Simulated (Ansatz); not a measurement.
# Work function of Al(100) against the slab's thickness (PBEsol, PAW set soft_1)

How thick must a slab of Al(100) be for a steady work function?

All values are computed: Ansatz 0.2.0, PBEsol, plane waves, PAW set soft_1, scalar-relativistic unless marked; slabs or sheets with vacuum, the vacuum level from the planar mean of the electrostatic potential. 1×1 cells on a fixed bulk lattice, outer layers relaxed.

| layers | thickness (Å) | work function (eV) |
| --- | --- | --- |
| 4 | 6.2 | 4.29 |
| 5 | 8.2 | 4.34 |
| 6 | 10.2 | 4.31 |
| 7 | 12.2 | 4.30 |
| 8 | ? | ? |
| 10 | 18.4 | 4.35 |

**Fit.** The shown values lie within 0.03 eV of their mean, 4.32 eV, with no steady drift. The mean serves as the estimate. Confinement across the slab splits the bands into subbands, and the work function moves a little each time one crosses the Fermi level.

**The withheld row.** The prediction is the mean = 4.32 eV. The run gave thickness 14.2 Å, work function 4.30 eV. The miss in work function is -0.02 eV, within the scatter of the fitted rows.

The k-mesh adds scatter of its own.
